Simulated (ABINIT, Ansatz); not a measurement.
Records of electronic-structure calculations.

GaAs (F-43m): one start, several treatments of the self-energy. Symmetry: F-43m, No. 216, cubic system. Conventional cell: a = 5.654 Å, b = 5.654 Å, c = 5.654 Å, α = 90.00°, β = 90.00°, γ = 90.00°. Ga has 4 As at 2.45 Å nearest. Nearest to As lie 4 Ga at 2.45 Å. Farther neighbours, and contacts between anions beyond the nearest, are not listed. The calculation used RPA screening on PBE, plane waves, norm-conserving pseudopotentials (and 3 further levels or steps) in ABINIT 10.8.3, with cutoff 45 Ha, PseudoDojo scalar-relativistic 0.4 stringent, norm-conserving, ngkpt (4, 4, 4), nband 77, ecuteps 5.2 Ha, inclvkb 2, shiftk (0, 0, 0), symchi 1, awtr 1, frequency ppm, 4×4×4 k-mesh. The G0W0, Godby-Needs plasmon pole is 1.161 eV, the G0W0, Engel-Farid plasmon pole is 1.085 eV and the G0W0, von der Linden-Horsch plasmon pole is 1.224 eV. The one-shot Hartree-Fock is 6.256 eV and the known limits are short of the basis limit; screening runs away on this mesh; no spin-orbit coupling; coarse k mesh. It took 6 runs, 2.4 min in all on 4 MPI ranks of Arm Neoverse V2, shared host. G0W0, Engel-Farid plasmon pole: −0.076 eV against G0W0, Godby-Needs plasmon pole. G0W0, von der Linden-Horsch plasmon pole: +0.063 eV against G0W0, Godby-Needs plasmon pole. The cell and positions come from the Crystallography Open Database and are kept as given unless a step says otherwise. Limits: screening runs away on this mesh; no spin-orbit coupling. The 4×4×4 mesh is coarse for this cell, which bears on the long-range parts of exchange and screening. For the PBE start: On this mesh the RPA ε∞ passes 90, more than nearly any semiconductor shows; a coarse mesh does this where one point with a narrow direct gap carries much weight. The screening is then too strong, and the G0W0 gap should not be taken as the material's.

[Paths, hosts, dates, memory and timing lines, banners, echoed tables and standing remarks are left out of the program output; an Ansatz launch command may be rebuilt from the run's recorded settings. Measured values are a selection of at most five: reports struck by readers or far from the other reports are left out. None is set beside runs whose start may be inverted or whose files or cutoffs have a known fault.]

[Runs of the session that timed out or met a known fault of the program may be left out.]

[Hosts, paths, dates, database ids (printed as entryN), source tags and the programs' standing remarks are cut or masked in the printed files.]

[G0W0 gaps are taken among the corrected bands and points alone; a level outside them can change the order at an edge.]

[Where Ansatz stands beside ABINIT at settings called matched, ABINIT's density can come from a denser mesh and the files from another edition; pairs whose starting gaps differed by over 0.03 eV were left out, so agreement reads better than it is.]
